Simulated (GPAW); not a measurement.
```
A GW chain in GPAW: Cs3Bi (Fm-3m)
1.0
     0.00000    4.69659    4.69659
     4.69659    0.00000    4.69659
     4.69659    4.69659    0.00000
Cs Bi
3 1
Direct
  0.25000 0.25000 0.25000
  0.75000 0.75000 0.75000
  0.50000 0.50000 0.50000
  0.00000 0.00000 0.00000
# method: DFT, LDA, plane waves, PAW (and 1 further level or step)
# program: GPAW 26.7.0
# settings of one run: cutoff 450 eV, GPAW PAW setups 1.2.1 data release, 2×2×2 k-mesh, nbands 480
# notes: The cell and positions are those that the Materials Project relaxed with its own functionals (PBE, PBE+U or r2SCAN), kept fixed. Limits: no spin-orbit coupling. Bands and cutoff are finite, so the gap is not at the basis limit. The miss can reach some tenths of an eV and take either sign; the mesh is an error of its own. The 2×2×2 mesh is coarse for this cell, which bears on the long-range parts of exchange and screening. With atoms this heavy and so narrow a gap, spin-orbit coupling can invert the bands. These scalar-relativistic gaps are then model values, not to be set against experiment, and a spin-orbit change taken from DFT can’t simply be added.
# LDA gap: 0.12 eV, indirect
# G0W0 gap on the mesh: 0.80 eV
# GW settings: 2×2×2 mesh, 218 bands, screening to 60 eV, Godby-Needs plasmon pole
# known limits: not at the basis limit; model gap, bands may invert with spin-orbit coupling; no spin-orbit coupling; coarse k mesh
```

[Paths, hosts, dates, memory and timing lines, banners, echoed tables and standing remarks are left out of the program output.]

[Logs are printed without paths, hosts, clocks, repeated set-up lines and the standing remarks that a program may print on its own settings, such as how far it seeks lower states.]

[Runs of the session that timed out or met a known fault of the program may be left out.]

[Hosts, paths, dates, database ids (printed as entryN), source tags and the programs' standing remarks are cut or masked in the printed files.]
